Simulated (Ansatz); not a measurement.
# NaCoS2, from a guessed structure to a relaxed one, part 2 of 2

This structure for NaCoS2 is made up. Its elements were placed in a known structure type with a cell scaled to their sizes. What cell does the guess relax to, and how far off was it?

Ansatz 0.2.0; DFT, PBE, plane-wave PAW, files of the set soft_1, scalar-relativistic, ferromagnetic start, cell and ions relaxed at zero pressure; PAW set soft_1 (the session's first sound run).

So far: The starting structure; Relaxing cell and atoms. The relaxed cell has a = 3.455, c = 12.804 Å (conventional setting).

## 3. Electronic structure of the relaxed cell

A second self-consistent run takes a narrower smearing and the mesh shown in its input; the bands follow along the standard path of the relaxed lattice.

This step: DFT, PBE, plane-wave PAW, files of the set soft_1, scalar-relativistic, no spin, bands and density of states at the relaxed cell; PAW set soft_1 (Ansatz 0.2.0).

File input.yaml:

```yaml
crystal:
  lattice:
    - [3.455153031, 0.0, 0.0]
    - [-1.7275765155, 2.9922502988, 0.0]
    - [0.0, 0.0, 12.8044226796]
  atoms:
    - { symbol: Co, position: [0.0, 0.0, 0.0] }
    - { symbol: Co, position: [0.0, 0.0, 0.5] }
    - { symbol: S, position: [0.3333333333, 0.6666666667, 0.0884472638] }
    - { symbol: S, position: [0.6666666667, 0.3333333333, 0.9115527362] }
    - { symbol: S, position: [0.6666666667, 0.3333333333, 0.5884472638] }
    - { symbol: S, position: [0.3333333333, 0.6666666667, 0.4115527362] }
    - { symbol: Na, position: [0.3333333333, 0.6666666667, 0.75] }
    - { symbol: Na, position: [0.6666666667, 0.3333333333, 0.25] }
kpoints:
  mp_grid: { grid: [10, 10, 4] }
  band_path:
    path:
      - [[0.0, 0.0, 0.0], [0.5, 0.0, 0.0], [0.33333333, 0.33333333, 0.0], [0.0, 0.0, 0.0], [0.0, 0.0, 0.5], [0.5, 0.0, 0.5], [0.33333333, 0.33333333, 0.5], [0.0, 0.0, 0.5]]
      - [[0.5, 0.0, 0.5], [0.5, 0.0, 0.0]]
      - [[0.33333333, 0.33333333, 0.0], [0.33333333, 0.33333333, 0.5]]
    npoints: 8
scf:
  occupations: { method: fermi_dirac, width: 0.03 }
  n_extra_bands: 12
hamiltonian:
  xc: pbe
  pseudopotentials: { kind: paw, azcp: { folder: soft_1 } }
output:
  forces: true
  stress: true
  write_bands: true
  dos: { projected: true }
  write_density: true
  write_potential: true
  elf: true
  volumetric_format: npy
```

Started as:

```sh
$ ansatz run input.yaml --threads 4 --pin off --max-ram 10240MiB --backend cpu --events-out ev --progress --plain --runs-dir out
```

Numbers of over 12 decimals in the logs are rounded to 6 here.

The log of the run:

```text
[...]
Crystal: 8 atoms, lattice volume = 132.381 Å³
Basis set: ecut = 420 eV, 2569 PW (Γ), exchange–correlation on 48×48×180 points (8 copies of the dense FFT grid, shifted against one another)
Bands: 50, of which v1, the nominal top of the filled ones, is band 38 counted from 1 (37 counted from 0)
Symmetry: 24 space group operations
[...]
k-points: 42 of 400
[...]
SCF iter   1: F=—  HF=-16843.067406 eV  |F-HF|=—  |Δ(HF+E_count)|=         —  Δρ=1.82e-1  dr2=3.79e1  ethr=3.10e-3  ⟨swp⟩=7.5  Hψ=8949  notcnv=0  defer=6
[...]
SCF iter  10: F=-16838.744542 eV  HF=-16838.744542 eV  |F-HF|=8.54e-9  |Δ(HF+E_count)|=   3.70e-7  Δρ=1.03e-5  dr2=5.60e-8  ethr=1.32e-10  ⟨swp⟩=16.6  Hψ=17573  notcnv=0
SCF 1 converged in 10 iterations: F = -16838.744542 eV  dr2 = 5.60e-8
[...]
NSCF: frozen V_eff on 75 k-points
SCF converged after 10 iterations
Free energy (F): -16838.744542 eV
[...]
Internal energy: -16838.744541 eV  (E = F + TS)
E sigma→0 (E₀):  -16838.744541 eV
Entropy (-TS):   -0.000001 eV (-0.000 meV/atom)
Fermi energy:    8.562973 eV
[...]
--- Forces (eV/Å), atoms counted from 1 ---
  atom   1  Co    -0.00000000     0.00000000     0.00000000
  atom   2  Co    -0.00000000     0.00000000     0.00000000
  atom   3  S     -0.00000000    -0.00000000    -0.00227446
  atom   4  S      0.00000000     0.00000000     0.00227446
  atom   5  S      0.00000000     0.00000000    -0.00227446
  atom   6  S     -0.00000000    -0.00000000     0.00227446
  atom   7  Na     0.00000000     0.00000000     0.00000000
  atom   8  Na     0.00000000    -0.00000000    -0.00000000
  max |Σ_I F_I| component: 2.78e-17 eV/Å
--- Stress (GPa, compression-positive) ---
        0.001851      -0.000000       0.000000
        0.000000       0.001851      -0.000000
        0.000000      -0.000000       0.009881
  P = ⅓ Tr σ = 0.0045 GPa (0.045 kbar)
--- Band table (eV; the first three rows and the last of 42) ---
  k-point 0: bands = [... 34 lower, 7.7648, 7.8109, 7.8109, 7.9680, 10.3260, 10.3260, 10.3784, 10.3784, ... 8 higher]
  k-point 1: bands = [... 34 lower, 7.7867, 7.8041, 7.8041, 7.9532, 10.3338, 10.3338, 10.3708, 10.3708, ... 8 higher]
  k-point 2: bands = [... 34 lower, 7.7877, 7.7877, 7.9016, 7.9016, 10.3524, 10.3524, 10.3524, 10.3524, ... 8 higher]
  k-point 41: bands = [... 34 lower, 7.6416, 7.6416, 7.8452, 7.8452, 9.2162, 9.2162, 9.5133, 9.5133, ... 8 higher]
```

Elapsed: 4.3 s, on 4 threads of Intel Xeon 6975P-C (Granite Rapids), shared host; peak memory 0.67 GiB; 16 s of CPU time.

The column dr2 measures how far the density is from self-consistency, as an energy; F and HF (Harris–Foulkes) agree once it is small.

Numbers from this step:

- Fermi energy: 8.563 eV
- gap by band count: 0.6933 eV
- pressure: 0.004527 GPa

From bands.tsv. The electronic bands at the labelled points (eV, zero at the valence top; v1 is the highest filled band, c1 the lowest empty one):

```tsv
point	v4	v3	v2	v1	c1	c2	c3	c4
Γ	-0.44	-0.40	-0.40	-0.24	2.12	2.12	2.17	2.17
halfway	-0.38	-0.36	-0.34	-0.11	0.60	1.16	1.84	1.90
M	-0.83	-0.83	-0.73	-0.70	1.35	1.83	1.90	1.97
halfway	-0.73	-0.66	-0.54	-0.42	1.16	1.29	1.40	1.69
K	-0.50	-0.50	-0.40	-0.40	0.97	0.97	1.30	1.30
halfway	-0.45	-0.39	-0.30	-0.06	1.00	1.06	1.31	1.48
Γ	-0.44	-0.40	-0.40	-0.24	2.12	2.12	2.17	2.17
halfway	-0.42	-0.41	-0.41	-0.26	2.12	2.12	2.16	2.16
A	-0.42	-0.42	-0.31	-0.31	2.14	2.14	2.14	2.14
halfway	-0.35	-0.35	-0.24	-0.24	0.87	0.87	1.87	1.87
L	-0.83	-0.83	-0.72	-0.72	1.56	1.56	1.94	1.94
halfway	-0.70	-0.70	-0.47	-0.47	1.27	1.27	1.47	1.47
H	-0.50	-0.50	-0.40	-0.40	1.10	1.10	1.16	1.16
halfway	-0.43	-0.43	-0.18	-0.18	1.06	1.06	1.34	1.34
A	-0.42	-0.42	-0.31	-0.31	2.14	2.14	2.14	2.14
jump to L	-0.83	-0.83	-0.72	-0.72	1.56	1.56	1.94	1.94
halfway	-0.83	-0.83	-0.73	-0.70	1.40	1.74	1.91	1.96
M	-0.83	-0.83	-0.73	-0.70	1.35	1.83	1.90	1.97
jump to K	-0.50	-0.50	-0.40	-0.40	0.97	0.97	1.30	1.30
halfway	-0.50	-0.50	-0.40	-0.40	1.02	1.02	1.25	1.25
H	-0.50	-0.50	-0.40	-0.40	1.10	1.10	1.16	1.16
```

States per cell as run, both spins, in windows of 1 eV, from dos.tsv (zero at the valence-band top):

```csv
from,to,total
-8,-7,0.00
-7,-6,0.15
-6,-5,3.38
-5,-4,5.22
-4,-3,6.74
-3,-2,5.23
-2,-1,3.29
-1,0,12.00
0,1,0.98
1,2,6.85
2,3,0.17
3,4,0.45
4,5,3.53
```

Below -8 eV lie 40.0 more states.

Valence density in the ac plane at fractional y = 0.333, with atoms of S and Na within 0.2 Å of it. It is the smooth field of the valence electrons, not physical close to the nuclei.

Ten steps, logarithmic in the rise over the least value, from '_' (0 e/Å³) to '@' (17 e/Å³), each cell a mean:
```
::::::::::::::------------::
::........::--==--::--====--
....____..::--==------==--::
__________..::----------::..
______________..........____
____________________________
____________________________
____________....::::::....__
..______....::--======----::
....__....::--==--::--====--
::........::--====----==----
::::::::::::::::::::::::::::
::::::::::......______......
::::----::....__________....
..::::::::....____________..
..........__________________
______________..--====::..__
____________..**%%@@@@##--..
____________..++##%%%%**--__
________________..::::..____
............________________
::::::::::....____________..
::::--::::....__________....
::::::::::..................
```
Columns run along a (3.5 Å), rows up along c (12.8 Å). Atoms in or near the plane, at fractional coordinates: S at (0.67, 0.91), S at (0.67, 0.59), Na at (0.67, 0.25).

Electrostatic potential energy in the ac plane at fractional y = 0.333, with atoms of S and Na within 0.2 Å of it. With pseudopotentials it is smooth inside the atoms' cores, unlike the true potential.

Ten even steps from '_' (-36 eV) to '@' (12 eV), each cell a mean:
```
@@%%%%%%@@@@%%##++====**%%%%
@@@@@@@@@@%%**..__....__--##
@@@@@@@@@@%%**..__......==##
@@@@@@@@@@@@@@##**++**##%%@@
@@@@@@@@@@@@@@@@@@@@@@@@@@@@
@@%%%%%%%%@@@@@@@@@@@@@@@@@@
@@%%%%%%@@@@@@@@@@@@@@@@@@@@
@@@@@@@@@@@@@@@@@@@@@@@@@@@@
@@@@@@@@@@@@%%++--::--==##%%
@@@@@@@@@@%%++____::..__--##
@@@@@@@@@@%%##--......::++%%
@@%%%%%%%%@@@@%%######%%%%@@
@@%%%%%%%%@@@@@@@@@@@@@@@@@@
@@%%%%%%%%@@@@@@@@@@@@@@@@@@
@@%%%%%%@@@@@@@@@@@@@@@@@@@@
@@@@@@@@@@@@@@@@@@@@@@@@@@@@
@@@@@@@@@@@@%%##**++++##%%@@
@@@@@@@@@@%%##::______..++%%
@@@@@@@@@@@@%%==..____--**%%
@@@@@@@@@@@@@@%%%%####%%@@@@
@@@@@@@@@@@@@@@@@@@@@@@@@@@@
@@%%%%%%@@@@@@@@@@@@@@@@@@@@
@@%%%%%%%%@@@@@@@@@@@@@@@@@@
@@%%%%%%%%@@@@@@@@@@@@@@@@@@
```
Columns run along a (3.5 Å; values clipped at the 3rd and 97th percentile), rows up along c (12.8 Å). Atoms in or near the plane, at fractional coordinates: S at (0.67, 0.91), S at (0.67, 0.59), Na at (0.67, 0.25).

ELF in the ac plane at fractional y = 0.333, with atoms of S and Na within 0.2 Å of it. It is the smooth field of the valence electrons, not physical close to the nuclei.

Ten even steps from '_' (0.02) to '@' (0.90), each cell a mean:
```
::......::==**%%%%####%%##++
++::..::==##@@##--....**%%%%
**::....++##@@##==::--**%%%%
==..____--**%%@@@@@@@@@@@@##
__________..==**##%%%%##++--
______________....::....____
____________..::--------..__
::______..--**%%@@@@@@@@##++
++::__..==##@@@@@@%%%%@@@@%%
**--..::++%%@@##::__..++%%%%
==::....--**%%%%++--==##@@%%
..........::==**********++--
::--------::..............::
**%%%%%%##++--..________::==
##%%%%%%##**--..________::==
++**####**--..____________::
..::==--..____::--====::____
____________--**++--==**==..
____....____..++++++++++--__
::==++++--..____..::....____
**##%%##**++::__________..--
##%%@@%%##**--..________::==
++**####**==::__________..--
::::::::::....::::----::::..
```
Columns run along a (3.5 Å), rows up along c (12.8 Å). Atoms in or near the plane, at fractional coordinates: S at (0.67, 0.91), S at (0.67, 0.59), Na at (0.67, 0.25).

## 4. Summary of results

| Quantity | Value |
| --- | --- |
| space group, relaxed | P6_3/mmc |
| conventional cell | a = 3.455, b = 3.455, c = 12.804 Å; α = 90.0°, β = 90.0°, γ = 120.0° |
| volume per atom | 16.55 Å³ (guess 15.98) |
| total moment | 0.00 μB in the cell of 8 atoms |

In words: NaCoS2 relaxes to P6_3/mmc with a = 3.455, b = 3.455 and c = 12.804 Å. The guessed volume was 3 % too small. The space group P6_3/mmc was held in the relaxation, so the end point is a stationary structure within it and may be a saddle against distortions or other arrangements. The moments died out from this one start and weren't seeded again at the relaxed cell. It has an indirect Kohn–Sham gap of 0.60 eV, which semilocal functionals understate. On the 10×10×4 mesh with the narrower smearing (relaxed on 9×9×3) the largest force component is 0.002 eV/Å and the largest stress component is 0.010 GPa, within the relaxation's thresholds of 0.015 eV/Å and 0.05 GPa. The cutoff wasn't tested. No dispersion term is used, so weakly bound directions may come out too long. Nothing here tests whether the compound is stable against decomposition.

[Logs are printed without paths, hosts, clocks, repeated set-up lines and the standing remarks that a program may print on its own settings, such as how far it seeks lower states.]

[Hosts, paths, dates, database ids (printed as entryN), source tags and the programs' standing remarks are cut or masked in the printed files.]
